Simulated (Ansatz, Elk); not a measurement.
**SrVS3: X-ray structure factors from the self-consistent density**

Structure refinements treat a crystal as free atoms side by side. For a made-up structure of SrVS3 (cell and positions from a PBE relaxation) the runs below show what the calculated density changes in F(hkl).

Calculated with Elk 11.2.3 (patched build); DFT, PBE, all-electron APW+lo, Dirac cores, scalar-relativistic bands, static density, ferromagnetic start.

The structure was built from a prototype and need not be the compound's stable phase.

### 1. The structure

It takes space group Pm-3m (No. 221, cubic). Conventional cell: a = 4.680 Å, b = 4.680 Å, c = 4.680 Å, α = 90.00°, β = 90.00°, γ = 90.00°. Sr has 12 S at 3.31 Å nearest. V has 6 S at 2.34 Å nearest. S has 2 V at 2.34 Å and 4 Sr at 3.31 Å nearest. Farther neighbours and most contacts between anions are not listed.

Coordinates:

```cif
data_structure
_symmetry_space_group_name_H-M 'P 1'
_symmetry_Int_Tables_number 1
_cell_length_a 4.6804
_cell_length_b 4.6804
_cell_length_c 4.6804
_cell_angle_alpha 90.000
_cell_angle_beta 90.000
_cell_angle_gamma 90.000
_cell_volume 102.53
loop_
_atom_site_label
_atom_site_type_symbol
_atom_site_fract_x
_atom_site_fract_y
_atom_site_fract_z
_atom_site_occupancy
Sr1 Sr 0.50000 0.50000 0.50000 1
V2 V 0.00000 0.00000 0.00000 1
S3 S 0.00000 0.00000 0.50000 1
S4 S 0.00000 0.50000 0.00000 1
S5 S 0.50000 0.00000 0.00000 1
```

### 2. Ground state and structure factors

An all-electron density is needed, since X-rays see the cores too. Task 0 finds the density and task 195 Fourier-transforms it; tshift is off so that phases refer to the origin typed.

The input, elk.in:

```
tasks
  0
  195
  196

xctype
  20

spinpol
  .true.

rgkmax
  7.0

gmaxvr
  14.0

lmaxo
  7

lmaxapw
  8

swidth
  0.002

tshift
  .false.

ramdisk
  .false.

hmaxvr
  5.5

maxscl
  120

epspot
  1e-06

reducebf
  0.8

sppath
  './'

avec
  8.84474274949 0.00000000000 -0.00000000000
  0.00000000000 8.84474274949 0.00000000000
  -0.00000000000 0.00000000000 8.84474274949

atoms
  3
  'Sr.in'
  1
  0.5000000000 0.5000000000 0.5000000000   0.000000 0.000000 0.000000
  'V.in'
  1
  -0.0000000000 0.0000000000 -0.0000000000   0.000000 0.000000 -0.020000
  'S.in'
  3
  -0.0000000000 -0.0000000000 0.5000000000   0.000000 0.000000 0.000000
  -0.0000000000 0.5000000000 -0.0000000000   0.000000 0.000000 0.000000
  0.5000000000 -0.0000000000 -0.0000000000   0.000000 0.000000 0.000000

ngridk
  4 4 4
```

The run is started by

```bash
$ OMP_NUM_THREADS=4 elk
```

Numbers of over 12 decimals in the logs are rounded to 6 here.

Output:

```text
┌─────────────────────────┐
│ Elk code version 11.2.3 │
└─────────────────────────┘

All units are atomic (Hartree, Bohr, etc.)

┌─────────────────────────────────────────────────┐
│ Ground-state run starting from atomic densities │
└─────────────────────────────────────────────────┘

Lattice vectors :
   8.844742749       0.000000000      -0.000000000
   0.000000000       8.844742749       0.000000000
  -0.000000000       0.000000000       8.844742749

Reciprocal lattice vectors :
  0.7103864392      -0.000000000       0.000000000
  -0.000000000      0.7103864392      -0.000000000
   0.000000000      -0.000000000      0.7103864392

Unit cell volume      :    691.9195757
Brillouin zone volume :   0.3584957301

Muffin-tin inner radius fraction :   0.1000000000E-01

Nuclei treated as point charges

Species : 1 (Sr)
 parameters loaded from : Sr.in
 name : strontium
 nuclear charge    :   -38.00000000
 electronic charge :    38.00000000
 atomic mass :    159721.4892
 muffin-tin radius :    2.600000000
 number of radial points in muffin-tin :   1193
 inner part over the whole radius :   0.9909106339E-02
 number on inner part of muffin-tin    :    847
 approximate nuclear radius :   0.8067967193E-04
 number of mesh points to nuclear radius :    415
 atomic positions (lattice), magnetic fields (Cartesian) :
  1 :   0.50000000  0.50000000  0.50000000    0.00000000  0.00000000  0.00000000

Species : 2 (V)
 parameters loaded from : V.in
 name : vanadium
 nuclear charge    :   -23.00000000
 electronic charge :    23.00000000
 atomic mass :    92860.67382
 muffin-tin radius :    2.281237239
 number of radial points in muffin-tin :    993
 inner part over the whole radius :   0.9914226417E-02
 number on inner part of muffin-tin    :    698
 approximate nuclear radius :   0.6897515165E-04
 number of mesh points to nuclear radius :    328
 atomic positions (lattice), magnetic fields (Cartesian) :
  1 :   0.00000000  0.00000000  0.00000000    0.00000000  0.00000000 -0.02000000

Species : 3 (S)
 parameters loaded from : S.in
 name : sulphur
 nuclear charge    :   -16.00000000
 electronic charge :    16.00000000
 atomic mass :    58450.91931
 muffin-tin radius :    2.091134136
 number of radial points in muffin-tin :    793
 inner part over the whole radius :   0.9851708414E-02
 number on inner part of muffin-tin    :    553
 approximate nuclear radius :   0.6195814986E-04
 number of mesh points to nuclear radius :    251
 atomic positions (lattice), magnetic fields (Cartesian) :
  1 :   0.00000000  0.00000000  0.50000000    0.00000000  0.00000000  0.00000000
  2 :   0.00000000  0.50000000  0.00000000    0.00000000  0.00000000  0.00000000
  3 :   0.50000000  0.00000000  0.00000000    0.00000000  0.00000000  0.00000000

Total number of atoms per unit cell :    5
Total muffin-tin volume :    238.2594543
 ratio of muffin-tin to unit cell volume :   0.3443455896

Spin treatment :
 spin-polarised
 global magnetic field (Cartesian) :    0.000000000       0.000000000       0.000000000
 collinear magnetisation in z-direction

Number of Bravais lattice symmetries :   48
Number of crystal symmetries         :   48
Crystal has inversion symmetry
Real symmetric eigensolver will be used

k-point grid :      4     4     4
k-point offset :    0.000000000       0.000000000       0.000000000
k-point set is reduced with full crystal symmetry group
Total number of k-points :       10

Muffin-tin radius times maximum |G+k| :    7.000000000
 using average radius
Maximum |G+k| for APW functions       :    3.137707816
Maximum (1/2)|G+k|²                   :    4.922605169
Maximum |G| for potential and density :    14.00000000
Constant for pseudocharge density :    9
 order of it for each species :   16  16  16
 order of it for pair densities of each species (exact exchange by exxq0 0: 17) :   13  10   8
Radial integration step length :    1

G-vector grid sizes :     40    40    40
Number of G-vectors :    31967

Maximum angular momentum used for
[...]
Absolute change in total energy (target)   :    3.388173560     (  0.1000000000E-03)

[... loops 3 to 18 left out ...]

┌──────────────────┐
│ Loop number : 19 │
└──────────────────┘

Energies :
 Fermi                       :     0.232361
 sum of occupied eigenvalues :     -3094.9617908336
 electron kinetic            :      5437.4402032007
 core electron kinetic       :      5267.0077097887
 Coulomb                     :     -10536.745090587
 Coulomb potential           :     -8236.8987303159
 nuclear-nuclear             :     -701.57080694207
 electron-nuclear            :     -11447.364126514
 Hartree                     :      1612.1898428694
 Madelung                    :     -6418.2957254286
 xc potential                :     -295.49217558953
 xc effective B-field        :    -0.11088429132485E-01
 external B-field            :      0.000000
 exchange                    :     -222.84233691112
 correlation                 :     -4.822113
 electron entropic           :    -0.20561872608297E-02
 total energy                :     -5326.9713937214
 (external B-field energy excluded from total)

Density of states at Fermi energy :    169.5332211
 (states/Hartree/unit cell)

Estimated indirect band gap :   0.7567173743E-03
 from k-point 4 to k-point 7
Estimated direct band gap   :   0.3167843573E-02
 at k-point 4

Charges :
 core                        :    68.00000000
 valence                     :    41.00000000
 interstitial                :    9.083567959
 muffin-tins (core leakage)
  species : 1 (Sr)
[...]
species : 2 (V)
[...]
species : 3 (S)
[...]
total in muffin-tins        :    99.91643204
 total calculated charge     :    108.9990134
 total charge                :    109.0000000
 error                       :   0.9865818682E-03

Moments :
 interstitial                :   0.6652686176E-01
 muffin-tins
  species : 1 (Sr)
[...]
species : 2 (V)
[...]
species : 3 (S)
[...]
total in muffin-tins        :   0.6111022787
 total moment                :   0.6776291405

RMS change in Kohn-Sham potential (target) :   0.6064641079E-06 (  0.1000000000E-05)
Absolute change in total energy (target)   :   0.3697974444E-04 (  0.1000000000E-03)

Convergence targets achieved

┌──────────────────┐
│ Loop number : 20 │
└──────────────────┘

Energies :
 Fermi                       :     0.232362
 sum of occupied eigenvalues :     -3094.9618023247
 electron kinetic            :      5437.4401867761
 core electron kinetic       :      5267.0077023770
 Coulomb                     :     -10536.745086162
 Coulomb potential           :     -8236.8987433990
 nuclear-nuclear             :     -701.57080694207
 electron-nuclear            :     -11447.364104019
 Hartree                     :      1612.1898247993
 Madelung                    :     -6418.2957144624
 xc potential                :     -295.49215936086
 xc effective B-field        :    -0.11085535193736E-01
 external B-field            :      0.000000
 exchange                    :     -222.84233472095
 correlation                 :     -4.822113
 electron entropic           :    -0.20561918349008E-02
 total energy                :     -5326.9714037120
 (external B-field energy excluded from total)

Density of states at Fermi energy :    169.5323560
 (states/Hartree/unit cell)

Estimated indirect band gap :   0.7571066482E-03
 from k-point 4 to k-point 7
Estimated direct band gap   :   0.3167495254E-02
 at k-point 4

Charges :
 core                        :    68.00000000
 valence                     :    41.00000000
 interstitial                :    9.083568249
 muffin-tins (core leakage)
  species : 1 (Sr)
[...]
species : 2 (V)
[...]
species : 3 (S)
   atom 1                    :    14.24111185     (  0.1459999184E-03)
   atom 2                    :    14.24111185     (  0.1459999184E-03)
   atom 3                    :    14.24111185     (  0.1459999184E-03)
 total in muffin-tins        :    99.91643175
 total calculated charge     :    108.9990134
 total charge                :    109.0000000
 error                       :   0.9865834838E-03

Moments :
 interstitial                :   0.6654038852E-01
 muffin-tins
  species : 1 (Sr)
[...]
species : 2 (V)
[...]
species : 3 (S)
   atom 1                    :  -0.2410712506E-01
   atom 2                    :  -0.2410712506E-01
   atom 3                    :  -0.2410712506E-01
 total in muffin-tins        :   0.6110944342
 total moment                :   0.6776348227

┌──────────────────────────────┐
│ Self-consistent loop stopped │
└──────────────────────────────┘

Warning : core states of species 3 leak from the muffin-tin :   0.1459999184E-03

Wrote STATE.OUT
```

Elapsed: 94 s, on 4 threads of Arm Neoverse V2, shared host; peak memory 0.4 GiB.

SFACRHO.OUT:

```text

h k l indices transformed by vhmat matrix:
   1.000000000       0.000000000       0.000000000    
   0.000000000       1.000000000       0.000000000    
   0.000000000       0.000000000       1.000000000    

      h      k      l  multipl.   |H|            Re(F)            Im(F)           |F|

      0      0      0      1   0.0000000       109.00000     -0.84006887E-16   109.00000    
      0     -1      0      6  0.71038644      0.26121095     -0.54805095E-14  0.26121095    
     -1      0      1     12   1.0046381       38.025865     -0.10882966E-14   38.025865    
      1      1      1      8   1.2304254      -48.250685      0.15046442E-13   48.250685    
      0      0     -2      6   1.4207729       78.249991      0.10500346E-13   78.249991    
     -1      0     -2     24   1.5884724      -2.5249426     -0.92497774E-14   2.5249426    
     -1      1     -2     24   1.7400843       32.672191      0.86790173E-14   32.672191    
      2      2      0     12   2.0092763       66.538561     -0.16846882E-13   66.538561    
      2     -2      1     24   2.1311593      -3.0687114      0.42451577E-14   3.0687114    
      0      0      3      6   2.1311593      -2.8875715      0.12445476E-13   2.8875715    
     -3      1      0     24   2.2464392       29.035368      0.25530606E-13   29.035368    
     -1     -1     -3     24   2.3560853      -36.204984     -0.20037068E-13   36.204984    
      2     -2     -2      8   2.4608508       59.949014      0.78412124E-14   59.949014    
     -2     -3      0     24   2.5613347      -3.0865166     -0.14986624E-13   3.0865166    
     -2      1      3     48   2.6580227       26.194701     -0.19720715E-13   26.194701    
      4      0      0      6   2.8415458       55.496475     -0.14333936E-13   55.496475    
      3      2     -2     24   2.9289983      -3.1726382      0.10667571E-13   3.1726382    
     -4      0     -1     24   2.9289983      -3.1351244     -0.10308515E-13   3.1351244
```

Elk indexes on the primitive cell of elk.in and gives |H| = 4π sin θ/λ in inverse bohr. Below, one row stands for each form hkl of the conventional cell (m members, Friedel mates merged), F is for one primitive cell and the density is static (no thermal factor). Free-atom factors are Waasmaier and Kirfel's, and R is Σm||F|−|F'||/Σm|F|.

| hkl | m | sin θ/λ (Å⁻¹) | abs F, DFT | neutral atoms | diff. |
| --- | --- | --- | --- | --- | --- |
| 100 | 6 | 0.107 | 0.261 | 0.059 | +0.202 |
| 110 | 12 | 0.151 | 38.026 | 38.189 | -0.163 |
| 111 | 8 | 0.185 | 48.251 | 47.726 | +0.525 |
| 200 | 6 | 0.214 | 78.250 | 78.257 | -0.007 |
| 210 | 24 | 0.239 | 2.525 | 2.380 | +0.145 |
| 211 | 24 | 0.262 | 32.672 | 32.814 | -0.141 |
| 220 | 12 | 0.302 | 66.539 | 66.772 | -0.233 |
| 221 | 24 | 0.321 | 3.069 | 2.900 | +0.169 |
| 300 | 6 | 0.321 | 2.888 | 2.900 | -0.012 |
| 310 | 24 | 0.338 | 29.035 | 28.991 | +0.045 |
| 311 | 24 | 0.354 | 36.205 | 36.310 | -0.105 |
| 222 | 8 | 0.370 | 59.949 | 60.100 | -0.151 |
| 320 | 24 | 0.385 | 3.087 | 3.089 | -0.003 |
| 321 | 48 | 0.400 | 26.195 | 26.201 | -0.007 |
| 400 | 6 | 0.427 | 55.496 | 55.531 | -0.035 |
| 322 | 24 | 0.441 | 3.173 | 3.191 | -0.018 |
| 410 | 24 | 0.441 | 3.135 | 3.191 | -0.056 |
| 411 | 24 | 0.453 | 24.154 | 24.118 | +0.035 |
| 330 | 12 | 0.453 | 24.141 | 24.118 | +0.023 |
| 331 | 24 | 0.466 | 32.274 | 32.385 | -0.111 |
| 420 | 24 | 0.478 | 51.997 | 52.045 | -0.049 |
| 421 | 48 | 0.489 | 3.178 | 3.233 | -0.055 |

### 3. The magnetisation density

The same run holds the spin density, and task 196 transforms it. The order is that of the start, and no other was tried.

SFACMAG_1.OUT:

```text

h k l indices transformed by vhmat matrix:
   1.000000000       0.000000000       0.000000000    
   0.000000000       1.000000000       0.000000000    
   0.000000000       0.000000000       1.000000000    

      h      k      l  multipl.   |H|            Re(F)            Im(F)           |F|

      0      0      0      1   0.0000000      0.67763485      0.49999013E-19  0.67763485    
      0     -1      0      6  0.71038644      0.59994344      0.38926292E-18  0.59994344    
     -1      0      1     12   1.0046381      0.55121561      0.88318199E-17  0.55121561    
      1      1      1      8   1.2304254      0.50752068     -0.41969139E-17  0.50752068    
      0      0     -2      6   1.4207729      0.34538659     -0.80685897E-17  0.34538659    
     -1      0     -2     24   1.5884724      0.32232082      0.56279238E-17  0.32232082    
     -1      1     -2     24   1.7400843      0.30236364     -0.98881087E-18  0.30236364    
      2      2      0     12   2.0092763      0.22492085      0.19312729E-17  0.22492085    
      2     -2      1     24   2.1311593      0.21586534     -0.48008105E-18  0.21586534    
      0      0      3      6   2.1311593      0.15293148     -0.54447860E-17  0.15293148    
     -3      1      0     24   2.2464392      0.15095457      0.36863616E-18  0.15095457    
     -1     -1     -3     24   2.3560853      0.14630875     -0.15841317E-18  0.14630875    
      2     -2     -2      8   2.4608508      0.16885061     -0.20288387E-18  0.16885061    
     -2     -3      0     24   2.5613347      0.12687352     -0.22073588E-17  0.12687352    
     -2      1      3     48   2.6580227      0.12372129      0.31560504E-17  0.12372129    
      4      0      0      6   2.8415458      0.49665666E-01 -0.34019255E-17  0.49665666E-01
```

The total moment is 0.68 μB a cell; sphere moments: Sr1 0.00, V2 +0.68, S3 -0.02, S4 -0.02, S5 -0.02 μB. Polarised neutrons measure spin and orbital magnetisation together; without spin-orbit coupling the run gives the spin part:

| hkl | sin θ/λ (Å⁻¹) | abs F_M (μB) |
| --- | --- | --- |
| 100 | 0.107 | 0.600 |
| 110 | 0.151 | 0.551 |
| 111 | 0.185 | 0.507 |
| 200 | 0.214 | 0.345 |
| 210 | 0.239 | 0.322 |
| 211 | 0.262 | 0.302 |
| 220 | 0.302 | 0.225 |
| 221 | 0.321 | 0.216 |
| 300 | 0.321 | 0.153 |
| 310 | 0.338 | 0.151 |
| 311 | 0.354 | 0.146 |
| 222 | 0.370 | 0.169 |
| 320 | 0.385 | 0.127 |
| 321 | 0.400 | 0.124 |

### 4. The highest occupied states alone

An energy window below the Fermi level keeps the highest occupied states, to see at which angles they scatter; shallow core shells can lie inside it and anion s states outside. No new self-consistency is needed.

elk.in, as its differences from that of step 2:

```diff
@@ -1,5 +1,3 @@
 tasks
-  0
   195
-  196
 
@@ -44,2 +42,5 @@
 
+wsfac
+  -0.318880 0.532360
+
 sppath
```

The run is started by

```bash
$ OMP_NUM_THREADS=4 elk
```

Output:

```text
┌─────────────────────────────────┐
│ Elk code version 11.2.3 started │
└─────────────────────────────────┘

Info(readinput): the functional depends on the density's gradient
 muffin-tin radial points multiplied by    2.00000
 (not where nrmtscf is given)

┌────────────────────┐
│ Current task : 195 │
└────────────────────┘
Info(checkmt): changed muffin-tin radius of species 2 (V) from   2.4000 to   2.2812
Info(checkmt): changed muffin-tin radius of species 3 (S) from   2.2000 to   2.0911

Info(sfacrho): density structure factors written to SFACRHO.OUT

 Energy window :  -0.3188800000      0.5323600000

┌──────────────────┐
│ Elk code stopped │
└──────────────────┘
```

Elapsed: 11 s, on 4 threads; peak memory 0.22 GiB.

States within 15 eV below the Fermi level hold 25.00 electrons; any levels below the window count with the cores. Their amplitudes can exceed the total, where window and core parts have opposite phase:

| hkl | sin θ/λ (Å⁻¹) | abs F, window | abs F, all |
| --- | --- | --- | --- |
| 100 | 0.107 | 7.124 | 0.261 |
| 110 | 0.151 | 0.861 | 38.026 |
| 111 | 0.185 | 4.808 | 48.251 |
| 200 | 0.214 | 5.681 | 78.250 |
| 210 | 0.239 | 2.017 | 2.525 |
| 211 | 0.262 | 0.341 | 32.672 |
| 220 | 0.302 | 1.410 | 66.539 |
| 221 | 0.321 | 0.665 | 3.069 |
| 300 | 0.321 | 0.835 | 2.888 |
| 310 | 0.338 | 0.721 | 29.035 |

(Part 1 of 2 ends here.)

[Logs are printed without paths, hosts, clocks, repeated set-up lines and the standing remarks that a program may print on its own settings, such as how far it seeks lower states.]

[Hosts, paths, dates, database ids (printed as entryN), source tags and the programs' standing remarks are cut or masked in the printed files.]
